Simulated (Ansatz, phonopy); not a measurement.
# GaP (F-43m): a volume series of phonon spectra, part 2 of 2

Aim: how the vibrations of GaP shift with volume, and the expansion that follows.

What experiment has found for this phase:
- volume expansion coefficient 15.9 1e-6/K, heat capacity C_P per formula unit 44.2 J/mol/K and bulk modulus 88.7 GPa near room temperature (given in “High-Throughput Prediction of Finite-Temperature Properties using the Quasi-Harmonic Approximation”, 2016, arXiv:1603.06924)

Ansatz 0.2.0; DFT LDA, scalar-relativistic, plane waves, PAW.

So far. Step 10 (Single point at a scaled cell, V/V0 1.03): The run ends at a pressure of -2.50 GPa. Step 11 (Phonons, V/V0 1.03): No mode is imaginary beyond numerical noise at the solved wavevectors. The highest zone-centre mode (no LO–TO term) moved by -3.6 % for a volume change of +3.0 %.

### 12. Single point at a scaled cell, V/V0 0.97

The cell differs from the one that the last finished run ended in (a 3.850 → 3.774 Å, b 3.850 → 3.774 Å, c 3.850 → 3.774 Å).

Input file input.yaml:

```yaml
crystal:
  lattice:
    - [0.0, 2.6684194215, 2.6684194215]
    - [2.6684194215, 0.0, 2.6684194215]
    - [2.6684194215, 2.6684194215, 0.0]
  atoms:
    - { symbol: Ga, position: [0.0, 0.0, 0.0] }
    - { symbol: P, position: [0.25, 0.25, 0.25] }
kpoints:
  mp_grid: { grid: [8, 8, 8] }
hamiltonian:
  xc: lda
scf:
  occupations: { method: fixed }
output:
  forces: true
  stress: true
  eigenvalues: true
```

Started as:

```
$ ansatz run input.yaml --threads 4 --pin off --max-ram 16384MiB --backend cpu --events-out ev --progress --plain --runs-dir out
```

Run time: 0.47 s. Hardware: 4 threads of Intel Xeon Platinum 8488C (Sapphire Rapids), shared host; peak memory 0.36 GiB.

The run ends at a pressure of 2.93 GPa.

### 13. Lattice dynamics at this volume, V/V0 0.97

input.yaml, the sections that differ from step 12:

```yaml
output:
  eigenvalues: true
phonons:
  method: dfpt
  dielectric: true
  rigid_motions: translations
  qmesh: [4, 4, 4]
  temperatures: { t_max: 1000, t_step: 50 }
  qpath:
    path:
      - [[0.0, 0.0, 0.0], [-0.5, -0.5, 0.0], [-0.375, -0.375, 0.25]]
      - [[-0.375, 0.0, 0.375], [0.0, 0.0, 0.0], [0.0, 0.0, 0.5], [-0.5, -0.25, 0.25], [-0.5, -0.5, 0.0]]
    npoints: 10
# crystal, kpoints, hamiltonian, scf: as in step 12
```

The job ended after 44 s (4 threads; peak memory 0.96 GiB; 2.8 min of CPU time).

No mode is imaginary beyond numerical noise at the solved wavevectors. The highest zone-centre mode (no LO–TO term) moved by +3.8 % for a volume change of -3.0 %.

### 14. A cell at another volume, V/V0 1.05

The cell differs from the one that the last finished run ended in (a 3.774 → 3.875 Å, b 3.774 → 3.875 Å, c 3.774 → 3.875 Å).

input.yaml, the sections that differ from step 13:

```yaml
crystal:
  lattice:
    - [0.0, 2.7398489123, 2.7398489123]
    - [2.7398489123, 0.0, 2.7398489123]
    - [2.7398489123, 2.7398489123, 0.0]
  atoms:
    - { symbol: Ga, position: [0.0, 0.0, 0.0] }
    - { symbol: P, position: [0.25, 0.25, 0.25] }
output:
  forces: true
  stress: true
  eigenvalues: true
# kpoints, hamiltonian, scf: as in step 13
# phonons: removed
```

It took 0.44 s on 4 threads; peak memory 0.36 GiB.

The run ends at a pressure of -3.95 GPa.

### 15. Lattice dynamics at this volume, V/V0 1.05

input.yaml, the sections that differ from step 14:

```yaml
output:
  eigenvalues: true
phonons:
  method: dfpt
  dielectric: true
  rigid_motions: translations
  qmesh: [4, 4, 4]
  temperatures: { t_max: 1000, t_step: 50 }
  qpath:
    path:
      - [[0.0, 0.0, 0.0], [-0.5, -0.5, 0.0], [-0.375, -0.375, 0.25]]
      - [[-0.375, 0.0, 0.375], [0.0, 0.0, 0.0], [0.0, 0.0, 0.5], [-0.5, -0.25, 0.25], [-0.5, -0.5, 0.0]]
    npoints: 10
# crystal, kpoints, hamiltonian, scf: as in step 14
```

The job ended after 47 s (4 threads; peak memory 1 GiB).

LO-TO term included. Phonon branches along the path, in cm⁻¹:

| point | branch 1 | branch 2 | branch 3 | branch 4 | branch 5 | branch 6 |
| --- | --- | --- | --- | --- | --- | --- |
| Γ | 0 | 0 | 0 | 344 | 344 | 375 |
| halfway | 90 | 90 | 157 | 337 | 337 | 367 |
| X | 106 | 106 | 239 | 336 | 336 | 346 |
| halfway | 107 | 116 | 232 | 325 | 336 | 357 |
| U | 109 | 132 | 215 | 315 | 334 | 368 |
| jump to K | 109 | 132 | 215 | 315 | 334 | 368 |
| halfway | 79 | 110 | 157 | 337 | 338 | 363 |
| Γ | 0 | 0 | 0 | 344 | 344 | 375 |
| halfway | 68 | 68 | 153 | 340 | 340 | 365 |
| L | 83 | 83 | 223 | 339 | 339 | 348 |
| halfway | 104 | 124 | 204 | 318 | 336 | 366 |
| W | 122 | 142 | 205 | 308 | 338 | 368 |
| halfway | 114 | 122 | 225 | 318 | 337 | 361 |
| X | 106 | 106 | 239 | 336 | 336 | 346 |

No mode is imaginary beyond numerical noise at the solved wavevectors. The highest zone-centre mode (no LO–TO term) moved by -5.8 % for a volume change of +5.0 %.

### 16. Mode Grüneisen parameters

This step: DFT LDA, scalar-relativistic, plane waves, PAW (phonopy 4.10.0).

This step gave:

| Quantity | Value |
| --- | --- |
| share of modes with a negative Grüneisen parameter | 0.225 |

Mean Grüneisen, by row:

| T (K) | heat-capacity-weighted mean | root mean square |
| --- | --- | --- |
| 50 | -0.128 | 0.574 |
| 100 | 0.267 | 0.806 |
| 200 | 0.605 | 0.993 |
| 300 | 0.688 | 1.035 |
| 500 | 0.732 | 1.057 |
| 800 | 0.748 | 1.065 |

The mean mode Grueneisen parameter by wavenumber:

| wavenumber (cm⁻¹) | mean mode Grueneisen parameter |
| --- | --- |
| 7 | - |
| 20 | -0.0656 |
| 46 | 0.143 |
| 60 | -0.144 |
| 86 | -0.464 |
| 99 | -0.445 |
| 112 | -0.177 |
| 139 | 0.277 |
| 152 | 1.06 |
| 165 | 1.07 |
| 192 | 1.04 |
| 205 | 1.04 |
| 231 | 1.01 |
| 244 | 1.01 |
| 258 | - |
| 284 | - |
| 297 | - |
| 310 | - |
| 337 | 1.33 |
| 350 | 1.34 |
| 377 | 1.26 |
| 390 | 1.26 |

Volume series, by row:

| V/V0 | V (Å³/atom) | pressure (GPa) | E - E0 (meV/atom) | gap (eV) | zero-point energy (meV/atom) | lowest on the path (cm⁻¹) | highest at Gamma without the LO-TO term (cm⁻¹) |
| --- | --- | --- | --- | --- | --- | --- | --- |
| 0.97 | 19 | 2.932 | 5.218 | 1.365 | 48.16 | 0 | 378.6 |
| 0.985 | 19.29 | 1.404 | 1.262 | 1.399 | 47.38 | 0 | 371.6 |
| 1 | 19.59 | -0.005 | 0 | 1.431 | 46.62 | 0 | 364.9 |
| 1.015 | 19.88 | -1.303 | 1.207 | 1.461 | 45.87 | 0 | 358.3 |
| 1.03 | 20.18 | -2.499 | 4.712 | 1.486 | 45.13 | 0 | 351.9 |
| 1.05 | 20.57 | -3.947 | 12.62 | 1.451 | 44.17 | 0 | 343.6 |

Optical frequency at Gamma without the LO-TO term, mode 4 against V/V0:

| V/V0 | optical frequency at Gamma without the LO-TO term, mode 4 (cm⁻¹) |
| --- | --- |
| 0.9700 | 379 |
| 0.9850 | 372 |
| 1.0000 | 365 |
| 1.0150 | 358 |
| 1.0300 | 352 |
| 1.0500 | 344 |

Grüneisen at points, by row:

| point | branch | frequency (cm⁻¹) | mode Grüneisen parameter |
| --- | --- | --- | --- |
| Γ | 4 | 364.9 | 1.22 |
| Γ | 6 | 395.2 | 1.05 |
| X | 1 | 101.5 | -1.12 |
| X | 3 | 251.2 | 0.99 |
| X | 4 | 362.1 | 1.5 |
| X | 6 | 366.9 | 1.2 |
| U | 1 | 105.7 | -0.76 |
| U | 2 | 133.6 | 0.18 |
| U | 3 | 226.7 | 1.07 |
| U | 4 | 336.4 | 1.34 |
| U | 5 | 359.7 | 1.48 |
| U | 6 | 392.6 | 1.34 |
| K | 1 | 105.7 | -0.76 |
| K | 2 | 133.6 | 0.18 |
| K | 3 | 226.7 | 1.07 |
| K | 4 | 336.4 | 1.34 |
| K | 5 | 359.7 | 1.48 |
| K | 6 | 392.6 | 1.34 |
| L | 1 | 78.9 | -1.24 |
| L | 3 | 233.1 | 0.84 |
| L | 4 | 362.8 | 1.38 |
| L | 6 | 370.6 | 1.3 |
| W | 1 | 123.5 | 0.08 |
| W | 2 | 142.7 | 0 |
| W | 3 | 216.4 | 1.15 |
| W | 4 | 328.4 | 1.31 |
| W | 5 | 364.2 | 1.5 |
| W | 6 | 393.3 | 1.34 |

### 17. Quasi-harmonic fit by phonopy

This step gave:

| Property | Result |
| --- | --- |
| volume expansion coefficient at 300 K | 14.88 1e-6/K |
| isothermal bulk modulus at 300 K | 86.8 GPa |
| C_P at 300 K | 21.82 J/mol-atom/K |
| Grüneisen parameter at 300 K | 0.706 |

Energy (each curve on its own zero) against volume; values in meV/atom:

| volume (Å³/atom) | static | F at 0 K | F at 300 K | F at 900 K |
| --- | --- | --- | --- | --- |
| 19.000 | 5.22 | 7.15 | 7.98 | 12.1 |
| 19.294 | 1.26 | 2.42 | 2.97 | 5.58 |
| 19.588 | 0 | 0.4 | 0.63 | 1.64 |
| 19.882 | 1.21 | 0.85 | 0.75 | 0.1 |
| 20.176 | 4.71 | 3.62 | 3.14 | 0.77 |
| 20.567 | 12.6 | 10.6 | 9.55 | 4.82 |

Phonopy-qha, vinet fit of F(V) at each temperature; no electronic free energy. Qha vinet, by row:

| T (K) | fitted volume (Å³/atom) | alpha_V (1e-6/K) | B_T (GPa) | C_P (J/mol-atom/K) | Grueneisen |
| --- | --- | --- | --- | --- | --- |
| 100 | 19.68 | 3.07 | 88.54 | 10.93 | 0.2939 |
| 150 | 19.68 | 7.71 | 88.19 | 15.67 | 0.5141 |
| 200 | 19.69 | 11.14 | 87.76 | 18.73 | 0.6199 |
| 250 | 19.71 | 13.39 | 87.29 | 20.62 | 0.6743 |
| 300 | 19.72 | 14.88 | 86.8 | 21.82 | 0.7056 |
| 350 | 19.73 | 15.92 | 86.31 | 22.61 | 0.7255 |
| 400 | 19.75 | 16.69 | 85.8 | 23.17 | 0.7392 |
| 450 | 19.77 | 17.28 | 85.29 | 23.57 | 0.7492 |
| 500 | 19.78 | 17.76 | 84.78 | 23.87 | 0.757 |
| 550 | 19.8 | 18.16 | 84.27 | 24.1 | 0.7633 |
| 600 | 19.82 | 18.51 | 83.75 | 24.28 | 0.7687 |
| 650 | 19.84 | 18.82 | 83.24 | 24.43 | 0.7733 |
| 700 | 19.86 | 19.1 | 82.72 | 24.56 | 0.7775 |
| 750 | 19.88 | 19.36 | 82.21 | 24.66 | 0.7813 |
| 800 | 19.9 | 19.6 | 81.69 | 24.75 | 0.7848 |
| 850 | 19.92 | 19.84 | 81.17 | 24.83 | 0.7881 |

Volume expansion coefficient, phonopy-qha, Vinet against temperature:

| temperature (K) | volume expansion coefficient, phonopy-qha, Vinet (1e-6/K) |
| --- | --- |
| 75 | 0.96 |
| 100 | 3.07 |
| 125 | 5.48 |
| 150 | 7.71 |
| 175 | 9.6 |
| 200 | 11.1 |
| 225 | 12.4 |
| 250 | 13.4 |
| 275 | 14.2 |
| 300 | 14.9 |
| 325 | 15.4 |
| 350 | 15.9 |
| 375 | 16.3 |
| 400 | 16.7 |
| 425 | 17 |
| 450 | 17.3 |
| 475 | 17.5 |
| 500 | 17.8 |
| 525 | 18.0 |
| 550 | 18.2 |
| 575 | 18.3 |
| 600 | 18.5 |
| 625 | 18.7 |
| 650 | 18.8 |
| 675 | 19.0 |
| 700 | 19.1 |
| 725 | 19.2 |
| 750 | 19.4 |
| 775 | 19.5 |
| 800 | 19.6 |
| 825 | 19.7 |
| 850 | 19.8 |
| 875 | 19.9 |

The fit gives a volume expansion of 14.9 × 10⁻⁶/K at 300 K.

### 18. Summary of results

```yaml
volume_expansion_coefficient_at_300_k: 14.88 1e-6/K
isothermal_bulk_modulus_at_300_k: 86.8 GPa
c_p_at_300_k: 21.82 J/mol-atom/K
grueneisen_parameter_at_300_k: 0.706
mean_mode_grueneisen_parameter_at_300_k: 0.688
```

In words: Near room temperature GaP expands by 14.9 × 10⁻⁶/K in volume by LDA, with C_P = 21.8 J/(mol K) per mole of atoms and B_T = 86.8 GPa. C_P at room temperature is 87 % of the classical 3R an atom, so the stiffest modes are still partly frozen out. A measured volume expansion coefficient near room temperature is 15.9 1e-6/K (arXiv:1603.06924); the calculated 14.9 1e-6/K differs by -6 %. A measured bulk modulus near room temperature is 88.7 GPa (arXiv:1603.06924); the calculated 86.8 GPa differs by -2 %. The table does not say whether its value is isothermal or adiabatic. A measured heat capacity per formula unit near room temperature is 44.2 J/mol/K (arXiv:1603.06924); the calculated 43.6 J/mol/K differs by -1 %. The heat-capacity-weighted Grüneisen parameter goes from -0.128 at 50 K to 0.748 at 800 K; 22 % of the modes stiffen on expansion. Weighting γ by the density of states and each mode's heat capacity at 300 K, the lowest third of the frequency range (cuts at 130 and 260 cm⁻¹) pulls the cell inward, while the rest pushes it outward. Among the labelled points γ is largest for branch 4 at X (362 cm⁻¹, 1.5) and most negative for branch 1 at L (78.9 cm⁻¹, -1.2). The log warns that the k-mesh is coarse for the response calculation and asks for a check on a denser one. The interpolation has no quadrupole term, so branches near the zone centre are less sure, since this crystal has sites that are not centres of inversion. The PAW files were made for PBE and are used here under another functional, for which the program regenerates the frozen cores.

[Logs are printed without paths, hosts, clocks, repeated set-up lines and the standing remarks that a program may print on its own settings, such as how far it seeks lower states.]

[Hosts, paths, dates, database ids (printed as entryN), source tags and the programs' standing remarks are cut or masked in the printed files.]

[A step with changed settings may run another functional than the one named; its input shows which.]

[Of the runs on displaced cells, only some may be shown.]
